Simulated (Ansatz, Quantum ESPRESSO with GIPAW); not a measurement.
# C_Q, η_Q and the second-order shift of 39K in KSiH3

A plane-wave PAW calculation (PBEsol, Ansatz) gives this electric field gradient, in 10²¹ V/m² and Cartesian axes, at one K site of KSiH3 (atom 1; KH9; site symmetry m):

```
      0.1999        0.0000        0.1989
      0.0000        0.3262        0.0000
      0.1989        0.0000       -0.5261
```

39K has spin 3/2, Q = 0.0603 barn and |γ|/2π = 1.9893 MHz/T. The cell is the Pnma form of a database entry, atoms relaxed, static and at 0 K. The PAW files were made for PBE.

**Task.** Find C_Q, η_Q and ν_Q, and the shift and width of the central transition under fast MAS at 16.4 T and 20 T.

1. The tensor is symmetric and traceless. Its eigenvalues, ordered by size, are V_xx = 0.2508, V_yy = 0.3262 and V_zz = -0.5770.

2. η_Q = (V_xx − V_yy)/V_zz = 0.131.

3. C_Q = eQV_zz/h. One unit of 10²¹ V/m² with one barn gives 24.18 MHz, so C_Q = 24.18 × 0.0603 × −0.5770 = -0.841 MHz. A spectrum shows its size, not its sign.

4. ν_Q = 3C_Q/[2I(2I−1)] = 0.421 MHz in size, and P_Q = |C_Q|√(1 + η²/3) = 0.844 MHz.

5. The resonances lie at ν0 = 32.63 and 39.79 MHz, so ν_Q/ν0 is 0.013 at most and second order holds. The centre of gravity moves by δ_Q = −(3/40)(P_Q/ν0)² F × 10⁶ ppm, with F = [I(I+1) − 3/4]/[I²(2I−1)²] = 0.3333: -16.7 ppm at 16.4 T and -11.2 ppm at 20 T.

6. Summing the second-order term over orientations gives a full width of 37.2 ppm (1.2 kHz) and 25.0 ppm (0.99 kHz). In ppm both fall as 1/B²: (16.4/20)² = 0.672. The spinning rate must pass the static width for this shape to show cleanly.

[Banner, clock, file and message-heading lines were taken out of the pw.x and gipaw.x logs.]

[Logs are printed without paths, hosts, clocks, repeated set-up lines and the standing remarks that a program may print on its own settings, such as how far it seeks lower states.]

[Hosts, paths, dates, database ids (printed as entryN), source tags and the programs' standing remarks are cut or masked in the printed files.]
